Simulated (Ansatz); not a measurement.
**ZnB2S4 (built on the sites of a database entry of ZnGa2S4): from the cell to its phonons**

How does ZnB2S4 (built on the sites of a database entry of ZnGa2S4) vibrate, and is this structure a minimum?

Main program and level: Ansatz 0.2.0; DFT LDA, scalar-relativistic, plane waves, PAW.

The structure was built from a prototype and need not be the compound's stable phase.

## 1. The starting structure

The structure is tetragonal, space group I-4 (No. 82). Conventional cell: a = 4.930 Å, b = 4.930 Å, c = 9.671 Å, α = 90.00°, β = 90.00°, γ = 90.00°. Nearest to Zn lie 4 S at 2.17 Å. B has 4 S at 2.12 Å nearest. B has 4 S at 2.13 Å nearest. Nearest to S lie 2 B at 2.12 to 2.13 Å and 1 Zn at 2.17 Å. Farther neighbours and most contacts between anions are not listed.

## 2. Rough relaxation

The start is far from rest, so a relaxation with loose tolerances brings it close first.

input.yaml reads:

```yaml
crystal:
  lattice:
    - [-2.4648, 2.4648, 4.83558]
    - [2.4648, -2.4648, 4.83558]
    - [2.4648, 2.4648, -4.83558]
  atoms:
    - { symbol: Zn, position: [0.25, 0.75, 0.5] }
    - { symbol: B, position: [0.0, 0.0, 0.0] }
    - { symbol: B, position: [0.75, 0.25, 0.5] }
    - { symbol: S, position: [0.37901346, 0.37046932, 0.50967432] }
    - { symbol: S, position: [0.62953068, 0.139205, 0.00854414] }
    - { symbol: S, position: [0.860795, 0.86933914, 0.49032568] }
    - { symbol: S, position: [0.13066086, 0.62098654, 0.99145586] }
kpoints:
  mp_grid: { grid: [6, 6, 6] }
hamiltonian:
  xc: lda
scf:
  occupations: { method: gaussian, width: 0.1 }
output:
  forces: true
  stress: true
  eigenvalues: true
relax:
  adjacent_minimum: "off"
  f_tol: 0.05
  max_steps: 80
  cell: { stress_tol: 0.5 }
```

On the command line:

```sh
$ ansatz run input.yaml --threads 8 --pin off --max-ram 14336MiB --backend cpu --events-out ev --progress --plain --runs-dir out
```

Numbers of over 12 decimals in the logs are rounded to 6 here.

The log of the run:

```text
The last accepted step is kept in <dir> (removed where the run ends without a failure and the disk answers)
Engine: ansatz 0.2.0, x86_64-unknown-linux-gnu
Pseudopotentials: kind: paw
Pseudopotential: Zn, paw, valence charge 12, recommended cutoff 420 eV (normal), Zn.paw.azcp
Pseudopotential: B, paw, valence charge 3, recommended cutoff 420 eV (normal), B.paw.azcp
[...]
- [2.456403, 2.456403, -4.309586]
  atoms:
    - { symbol: Zn, position: [0.250000, 0.75, 0.5] }
    - { symbol: B, position: [4.213890852224916e-19, 0, 3.2047984650600086e-19] }
    - { symbol: B, position: [0.75, 0.250000, 0.5] }
    - { symbol: S, position: [0.380322, 0.318581, 0.469440] }
    - { symbol: S, position: [0.681419, 0.150859, 0.061741] }
    - { symbol: S, position: [0.849141, 0.910882, 0.530560] }
    - { symbol: S, position: [0.089118, 0.619678, 0.938259] }
[key lines of the parts left out:]
SCF converged after 5 iterations
Free energy (F): -7027.756794 eV
Fermi energy:    8.168024 eV
P = ⅓ Tr σ = 0.0443 GPa (0.443 kbar)
```

Wall time 6 s (8 threads of Intel Xeon 6975P-C (Granite Rapids), shared host); peak memory 0.59 GiB.

Relaxation path:

```csv
step,energy less that of the first step (eV),largest force component (eV/Å),pressure (GPa),volume (Å³)
1,0.0000,3.0101,-11.70,117.51
2,-1.8829,1.2013,-4.04,104.45
3,-2.1870,0.4733,3.61,101.73
4,-2.2433,0.0208,0.15,103.93
5,-2.2476,0.0195,0.06,104.01
6*,-2.2442,0.0196,0.04,104.01
```

Relaxation steps marked * repeat the geometry before them on a plane-wave basis chosen anew for their cell, so energy and pressure can jump there.

Forces are held to the 4 operations that the run works with; a distortion that breaks them can't arise in this run.

```csv
"conventional cell, symmetrised",before,after,change
a (Å),4.930,4.913,-0.3 %
b (Å),4.930,4.913,-0.3 %
c (Å),9.671,8.619,-10.9 %
volume (Å³/atom),16.79,14.86,-11.5 %
```

The atoms that moved most (Å, as changes of fractional coordinates times the final cell):

```csv
atom,dx,dy,dz,length
S6,0.230,-0.032,-0.045,0.236
S5,0.032,0.230,0.045,0.236
S7,-0.032,-0.230,0.045,0.236
S4,-0.230,0.032,-0.045,0.236
```

The relaxed structure:

```cif
data_structure
_symmetry_space_group_name_H-M 'P 1'
_symmetry_Int_Tables_number 1
_cell_length_a 5.5354
_cell_length_b 5.5354
_cell_length_c 5.5354
_cell_angle_alpha 127.311
_cell_angle_beta 127.311
_cell_angle_gamma 77.743
_cell_volume 104.01
loop_
_atom_site_label
_atom_site_type_symbol
_atom_site_fract_x
_atom_site_fract_y
_atom_site_fract_z
_atom_site_occupancy
Zn1 Zn 0.25000 0.75000 0.50000 1
B2 B 0.00000 0.00000 0.00000 1
B3 B 0.75000 0.25000 0.50000 1
S4 S 0.38032 0.31858 0.46944 1
S5 S 0.68142 0.15086 0.06174 1
S6 S 0.84914 0.91088 0.53056 1
S7 S 0.08912 0.61968 0.93826 1
```

Numbers from this step:

| Item | Value |
| --- | --- |
| pressure | 0.04426 GPa |
| gap on the k-mesh | 2.632 eV |
| volume per atom | 14.86 Å³ |
| direct gap on mesh | 2.632 eV |

In this step the volume went from 16.79 to 14.86 Å³/atom.

## 3. Relaxation

Harmonic phonons are second derivatives at a point where the forces vanish, and they are wanted at zero stress, so atoms and cell are relaxed first.

input.yaml reads:

```yaml
crystal:
  lattice:
    - [-2.456402913, 2.456402913, 4.3095856555]
    - [2.456402913, -2.456402913, 4.3095856555]
    - [2.456402913, 2.456402913, -4.3095856555]
  atoms:
    - { symbol: Zn, position: [0.25, 0.75, 0.5] }
    - { symbol: B, position: [0.0, 0.0, 0.0] }
    - { symbol: B, position: [0.75, 0.25, 0.5] }
    - { symbol: S, position: [0.3803223656, 0.3185810251, 0.4694399413] }
    - { symbol: S, position: [0.6814189749, 0.1508589161, 0.0617413404] }
    - { symbol: S, position: [0.8491410839, 0.9108824243, 0.5305600587] }
    - { symbol: S, position: [0.0891175757, 0.6196776344, 0.9382586596] }
kpoints:
  mp_grid: { grid: [6, 6, 6] }
hamiltonian:
  xc: lda
scf:
  occupations: { method: gaussian, width: 0.02 }
output:
  forces: true
  stress: true
  eigenvalues: true
  write_density: true
  write_potential: true
  elf: true
  volumetric_format: npy
relax:
  adjacent_minimum: "off"
  f_tol: 0.005
  max_steps: 80
  cell: { stress_tol: 0.05 }
```

The log of the run:

```text
[...]
Crystal: 7 atoms, lattice volume = 104.015 Å³
Basis set: ecut = 420 eV, 2019 PW (Γ)
Bands: 28, of which v1, the nominal top of the filled ones, is band 21 counted from 1 (20 counted from 0)
Symmetry: 4 space group operations
[...]
k-points: 36 of 216 (time reversal used)
[...]
SCF iter   1: F=—  HF=-7027.763354 eV  |F-HF|=—  |Δ(HF+E_count)|=         —  Δρ=5.68e-3  dr2=2.10e-2  ethr=1.77e-3  ⟨swp⟩=6.4  Hψ=5063  notcnv=0
[...]
SCF iter   7: F=-7027.756794 eV  HF=-7027.756794 eV  |F-HF|=2.96e-8  |Δ(HF+E_count)|=   3.71e-7  Δρ=9.15e-6  dr2=9.19e-8  ethr=2.38e-10  ⟨swp⟩=11.8  Hψ=8060  notcnv=0
SCF 1 converged in 7 iterations: F = -7027.756794 eV  dr2 = 9.19e-8
[...]
relax step   1: F+E_penalty+E_count = -7027.75679411 eV  Δ(F+E_penalty+E_count) = +0.000e0 eV  max|allowed force component| = 1.965e-2 eV/Å  Δτ_max = 0.0000 Å  P = +0.044 GPa  Ω = 104.015 Å³  (7 SCF iters, dr2 threshold 1.00e-7 eV, accepted)
Crystal: 7 atoms, lattice volume = 104.118 Å³
[...]
SCF iter   5: F=-7027.757044 eV  HF=-7027.757044 eV  |F-HF|=3.13e-8  |Δ(HF+E_count)|=   2.03e-8  Δρ=5.60e-6  dr2=1.97e-8  ethr=9.37e-11  ⟨swp⟩=8.1  Hψ=6121  notcnv=0
SCF 2 converged in 5 iterations: F = -7027.757044 eV  dr2 = 1.97e-8
relax step   2: F+E_penalty+E_count = -7027.75704437 eV  Δ(F+E_penalty+E_count) = -2.503e-4 eV  max|allowed force component| = 1.500e-2 eV/Å  Δτ_max = 0.0021 Å  P = -0.001 GPa  Ω = 104.118 Å³  energy of the carried Pulay correction = -5.222e-5 eV  (5 SCF iters, dr2 threshold 3.93e-8 eV, accepted)
Crystal: 7 atoms, lattice volume = 104.147 Å³
[...]
SCF iter   6: F=-7027.757157 eV  HF=-7027.757157 eV  |F-HF|=2.64e-11  |Δ(HF+E_count)|=   3.03e-9  Δρ=7.76e-7  dr2=6.51e-10  ethr=3.75e-11  ⟨swp⟩=7.3  Hψ=5311  notcnv=0
SCF 3 converged in 6 iterations: F = -7027.757157 eV  dr2 = 6.51e-10
relax step   3: F+E_penalty+E_count = -7027.75715686 eV  Δ(F+E_penalty+E_count) = -1.125e-4 eV  max|allowed force component| = 6.121e-3 eV/Å  Δτ_max = 0.0023 Å  P = -0.015 GPa  Ω = 104.147 Å³  energy of the carried Pulay correction = -6.680e-5 eV  (6 SCF iters, dr2 threshold 1.58e-8 eV, accepted)
[...]
relax step   4: F+E_penalty+E_count = -7027.75717075 eV  Δ(F+E_penalty+E_count) = -1.389e-5 eV  max|allowed force component| = 6.339e-4 eV/Å  Δτ_max = 0.0008 Å  P = +0.003 GPa  Ω = 104.147 Å³  energy of the carried Pulay correction = -6.666e-5 eV  (5 SCF iters, dr2 threshold 2.34e-9 eV, accepted)
[...]
SCF iter   1: F=—  HF=-7027.757255 eV  |F-HF|=—  |Δ(HF+E_count)|=         —  Δρ=7.44e-6  dr2=8.12e-9  ethr=4.11e-7  ⟨swp⟩=3.1  Hψ=7956  notcnv=0
eigensolver tolerance schedule: the retry pair's looser diagonalisation over-reported the residual by 21287.69 of it (diagonalisation noise at an unbounded share of the residual, at the tolerance the schedule requests for it); recorded, not acted on — ethr = c·dr2/N_el stays at c = 1.0e-1
SCF iter   2: F=—  HF=-7027.757254 eV  |F-HF|=—  |Δ(HF+E_count)|=   1.35e-6  Δρ=4.02e-6  dr2=2.77e-9  ethr=1.93e-11  ⟨swp⟩=3.0  Hψ=2429  notcnv=0
[...]
SCF iter   5: F=-7027.757254 eV  HF=-7027.757254 eV  |F-HF|=1.18e-11  |Δ(HF+E_count)|=  2.00e-11  Δρ=1.49e-7  dr2=3.31e-11  ethr=1.00e-12  ⟨swp⟩=6.0  Hψ=4396  notcnv=0
SCF 5 converged in 5 iterations: F = -7027.757254 eV  dr2 = 3.31e-11
relax step   5: F+E_penalty+E_count = -7027.75725357 eV  Δ(F+E_penalty+E_count) = -8.282e-5 eV  max|allowed force component| = 6.180e-4 eV/Å  Δτ_max = 0.0000 Å  P = +0.003 GPa  Ω = 104.147 Å³  stress off target by 4.32e-3 GPa  SCF on the basis re-selected at this cell (its energy is not comparable with the rows above)  (5 SCF iters)
basis re-selected at this cell: Δ(F+E_penalty+E_count) = -8.282e-5 eV, ΔP = +0.001 GPa vs the last step (what re-selecting the basis moved, of the pressure what is left beyond the Pulay correction that the steps carried, after the strain that the cell walked since its last selection, with what the two solves' SCF thresholds leave and, on support functions, any second-order correction that the steps lacked; it is no m [...]
SCF converged after 5 iterations
Free energy (F): -7027.757254 eV
[...]
Internal energy: -7027.757254 eV  (E = F + TS)
E sigma→0 (E₀):  -7027.757254 eV
Fermi energy:    8.135072 eV
[...]
--- Forces (eV/Å), atoms counted from 1 ---
  atom   1  Zn     0.00000000    -0.00000000     0.00000000
  atom   2  B     -0.00000000    -0.00000000     0.00000000
  atom   3  B      0.00000000    -0.00000000     0.00000000
  atom   4  S     -0.00001352     0.00050927    -0.00061802
  atom   5  S      0.00050927     0.00001352     0.00061802
  atom   6  S      0.00001352    -0.00050927    -0.00061802
  atom   7  S     -0.00050927    -0.00001352     0.00061802
  max |Σ_I F_I| component: 6.07e-17 eV/Å
--- Stress (GPa, compression-positive) ---
        0.004319      -0.000000      -0.000000
        0.000000       0.004319      -0.000000
       -0.000000      -0.000000       0.001195
  P = ⅓ Tr σ = 0.0033 GPa (0.033 kbar)
--- Band table (eV; the first three rows and the last of 36) ---
  k-point 0: bands = [... 17 lower, 4.5229, 6.7582, 6.8190, 6.8190, 9.4510, 10.0023, 11.6080, 11.6080, ... 3 higher]
  k-point 1: bands = [... 17 lower, 4.8320, 5.8646, 6.2926, 6.6647, 9.7600, 11.1216, 11.7002, 11.7683, ... 3 higher]
  k-point 2: bands = [... 17 lower, 5.1578, 5.5587, 6.0709, 6.3870, 10.5586, 11.4712, 11.5070, 12.1639, ... 3 higher]
  k-point 35: bands = [... 17 lower, 4.5836, 5.0327, 6.1262, 6.1262, 9.9842, 10.2269, 10.3494, 10.3494, ... 3 higher]
--- Relaxed structure (4 steps of the walk, 4 accepted, 1 SCFs on fresh bases) ---
[...]
cell:  # Å, volume = 104.1471 Å³
    - [-2.462212, 2.462212, 4.294731]
    - [2.462212, -2.462212, 4.294731]
    - [2.462212, 2.462212, -4.294731]
  atoms:
    - { symbol: Zn, position: [0.25, 0.75, 0.5] }
    - { symbol: B, position: [-8.564824651327732e-18, -2.8745049179635617e-17, 0] }
    - { symbol: B, position: [0.75, 0.25, 0.5] }
    - { symbol: S, position: [0.380084, 0.317903, 0.468473] }
    - { symbol: S, position: [0.682097, 0.150570, 0.062181] }
    - { symbol: S, position: [0.849430, 0.911611, 0.531527] }
    - { symbol: S, position: [0.088389, 0.619916, 0.937819] }
```

The job ended after 4.7 s (8 threads; peak memory 0.58 GiB; 32 s of CPU time).

The steps of the relaxation:

```csv
step,energy less that of the first step (eV),largest force component (eV/Å),pressure (GPa),volume (Å³)
1,0.0000,0.0197,0.04,104.01
2,-0.0003,0.0150,0.00,104.12
3,-0.0004,0.0061,-0.01,104.15
4,-0.0004,0.0006,0.00,104.15
5*,-0.0005,0.0006,0.00,104.15
```

Relaxation steps marked * repeat the geometry before them on a plane-wave basis chosen anew for their cell, so energy and pressure can jump there.

The run keeps the 4 symmetry operations that it works with, so distortions that break them were not tested.

```csv
"conventional cell, symmetrised",before,after,change
a (Å),4.913,4.924,+0.2 %
b (Å),4.913,4.924,+0.2 %
c (Å),8.619,8.589,-0.3 %
volume (Å³/atom),14.86,14.88,+0.1 %
```

This step gave:

```
pressure        : 0.003278 GPa
volume per atom : 14.88 Å³
```

Electrostatic potential energy in the ab plane of the cell as run, not the conventional one, at fractional z = 0.500, with atoms of Zn and B and S within 0.2 Å of it. With pseudopotentials it is smooth inside the atoms' cores, unlike the true potential.

Values in eV, 15 rows by 15 columns, each cell a mean:
```
  5   8   6   4   6   9  10  11  11   7  -9 -30 -28 -31 -16
  1   2 -10 -17 -13   0   8  10  11   8  -6 -28 -23 -27 -25
  2  -4 -24 -33 -31 -17   3   9  11  10   3 -17 -29 -30 -19
  5  -4 -26 -37 -38 -27  -4   8  11  11   9   3  -8 -11  -2
  8   3 -16 -30 -33 -24  -4   8  11  11  11  10   8   7   8
 10   8   1 -12 -17 -10   3   9  11  11  11  11  11  10  11
 11  10   8   5   2   3   6   9  11  11  11  11  11  11  11
 11  11  10   6  -2 -10  -7   3   9  10  10   9  10  10  11
 11  11   9   2 -19 -31 -30 -18   2   6   4   4   6   9  10
 11  11   9   1 -24 -27 -23 -31  -7  -1 -17 -22  -8   5   9
 11  11  10   5 -14 -29 -27 -31  -9  -8 -34 -38 -31  -2   8
 11  11  11   9   2 -14 -23 -17  -1  -3 -29 -38 -35  -7   7
 11  11  11  11  10   6   2   3   7   5  -7 -21 -17   0   8
 10  11  11  11  11  11  10  10  10   8   4  -1  -2   3   8
  9  10  10  10  10  11  11  11  11   8   0 -16 -23 -14   2
```
Columns run along a (5.5 Å; values clipped at the 3rd and 97th percentile), rows up along b (5.5 Å). Atoms in or near the plane, at fractional coordinates: Zn at (0.25, 0.75), B at (0.75, 0.25), S at (0.38, 0.32), S at (0.85, 0.91).

Valence density in the ab plane of the cell as run, not the conventional one, at fractional z = 0.500, with atoms of Zn and B and S within 0.2 Å of it. It is the smooth field of the valence electrons, not physical close to the nuclei.

Ten steps, logarithmic in the rise over the least value, from '0' (0 e/Å³) to '9' (26 e/Å³), each cell a mean:
```
111100000123233
222331000123223
225874100023333
225996200012222
113785200000111
001332100000000
000122110000000
000123321000000
000233332111110
000232133222210
000133233321211
000123332222210
000011211122220
000000000123321
100000000123332
```
Columns run along a (5.5 Å), rows up along b (5.5 Å). Atoms in or near the plane, at fractional coordinates: Zn at (0.25, 0.75), B at (0.75, 0.25), S at (0.38, 0.32), S at (0.85, 0.91).

ELF in the ab plane of the cell as run, not the conventional one, at fractional z = 0.500, with atoms of Zn and B and S within 0.2 Å of it. It is the smooth field of the valence electrons, not physical close to the nuclei.

Values, 15 rows by 15 columns, each cell a mean:
```
0.71 0.33 0.19 0.18 0.16 0.12 0.07 0.04 0.15 0.59 0.80 0.62 0.26 0.44 0.79
0.80 0.33 0.18 0.15 0.16 0.17 0.13 0.06 0.13 0.61 0.86 0.69 0.16 0.27 0.84
0.76 0.28 0.09 0.02 0.03 0.13 0.17 0.10 0.08 0.44 0.82 0.85 0.62 0.59 0.87
0.61 0.23 0.07 0.00 0.00 0.07 0.19 0.13 0.05 0.19 0.57 0.77 0.78 0.75 0.79
0.36 0.20 0.14 0.04 0.02 0.09 0.20 0.15 0.05 0.05 0.18 0.36 0.46 0.48 0.48
0.12 0.14 0.17 0.16 0.15 0.19 0.23 0.19 0.07 0.02 0.03 0.05 0.08 0.10 0.11
0.04 0.08 0.19 0.32 0.44 0.53 0.56 0.43 0.17 0.05 0.04 0.04 0.05 0.04 0.04
0.04 0.05 0.25 0.63 0.84 0.90 0.86 0.71 0.43 0.20 0.14 0.15 0.13 0.09 0.06
0.05 0.05 0.26 0.67 0.80 0.68 0.60 0.74 0.71 0.51 0.36 0.35 0.32 0.20 0.10
0.06 0.04 0.24 0.67 0.71 0.27 0.08 0.60 0.86 0.77 0.42 0.29 0.44 0.37 0.17
0.08 0.04 0.19 0.65 0.82 0.60 0.31 0.66 0.89 0.84 0.32 0.04 0.23 0.41 0.24
0.08 0.03 0.11 0.50 0.82 0.87 0.79 0.78 0.80 0.73 0.33 0.08 0.18 0.37 0.25
0.08 0.02 0.04 0.21 0.55 0.76 0.78 0.67 0.49 0.44 0.53 0.61 0.65 0.54 0.27
0.16 0.05 0.03 0.05 0.13 0.28 0.37 0.28 0.15 0.27 0.63 0.86 0.89 0.76 0.45
0.44 0.18 0.10 0.09 0.07 0.06 0.06 0.05 0.09 0.38 0.72 0.84 0.83 0.79 0.69
```
Columns run along a (5.5 Å), rows up along b (5.5 Å). Atoms in or near the plane, at fractional coordinates: Zn at (0.25, 0.75), B at (0.75, 0.25), S at (0.38, 0.32), S at (0.85, 0.91).

In this step the volume went from 14.86 to 14.88 Å³/atom.

## 4. Relaxing to small forces for the phonons

Phonons need a cell at rest on their own settings, so the relaxation is repeated with tight tolerances on forces and stress on the k mesh and occupations of the first response run.

input.yaml reads:

```yaml
crystal:
  lattice:
    - [-2.4622124214, 2.4622124214, 4.2947311432]
    - [2.4622124214, -2.4622124214, 4.2947311432]
    - [2.4622124214, 2.4622124214, -4.2947311432]
  atoms:
    - { symbol: Zn, position: [0.25, 0.75, 0.5] }
    - { symbol: B, position: [0.0, 0.0, 0.0] }
    - { symbol: B, position: [0.75, 0.25, 0.5] }
    - { symbol: S, position: [0.3800840895, 0.3179034104, 0.4684729424] }
    - { symbol: S, position: [0.6820965896, 0.1505695321, 0.0621806792] }
    - { symbol: S, position: [0.8494304679, 0.9116111471, 0.5315270576] }
    - { symbol: S, position: [0.0883888529, 0.6199159105, 0.9378193208] }
kpoints:
  mp_grid: { grid: [8, 8, 8] }
hamiltonian:
  xc: lda
scf:
  occupations: { method: fixed }
output:
  forces: true
  stress: true
  eigenvalues: true
relax:
  adjacent_minimum: "off"
  f_tol: 0.001
  max_steps: 60
  cell: { stress_tol: 0.01 }
```

The log of the run:

```text
[...]
Crystal: 7 atoms, lattice volume = 104.147 Å³
Basis set: ecut = 420 eV, 2019 PW (Γ)
Bands: 28, of which v1, the nominal top of the filled ones, is band 21 counted from 1 (20 counted from 0)
Symmetry: 4 space group operations
[...]
k-points: 78 of 512 (time reversal used)
[...]
atoms:
    - { symbol: Zn, position: [0.250000, 0.75, 0.5] }
    - { symbol: B, position: [-4.807662204896169e-17, 1.883414059655042e-17, 0.0] }
    - { symbol: B, position: [0.75, 0.250000, 0.5] }
    - { symbol: S, position: [0.380084, 0.31790341035, 0.468473] }
    - { symbol: S, position: [0.68209658965, 0.150569532075, 0.062181] }
    - { symbol: S, position: [0.849430467925, 0.911611, 0.531527057575] }
    - { symbol: S, position: [0.088389, 0.619915910475, 0.937819320825] }
[key lines of the parts left out:]
SCF converged after 7 iterations
Free energy (F): -7027.757265 eV
Fermi energy:    6.819035 eV
P = ⅓ Tr σ = 0.0033 GPa (0.033 kbar)
```

Elapsed: 3.7 s, on 8 threads; peak memory 0.64 GiB.

Little changed from the start: no atom moved by 0.005 Å and no cell edge by 0.1 %.

Numbers from this step:

```yaml
pressure: 0.003312 GPa
```

The largest force component left is 0.64 meV/Å and the pressure is 0.003 GPa, within the tolerances set. The cell now holds 14.88 Å³/atom.

[end of part 1 of 3]

[Logs are printed without paths, hosts, clocks, repeated set-up lines and the standing remarks that a program may print on its own settings, such as how far it seeks lower states.]

[Hosts, paths, dates, database ids (printed as entryN), source tags and the programs' standing remarks are cut or masked in the printed files.]
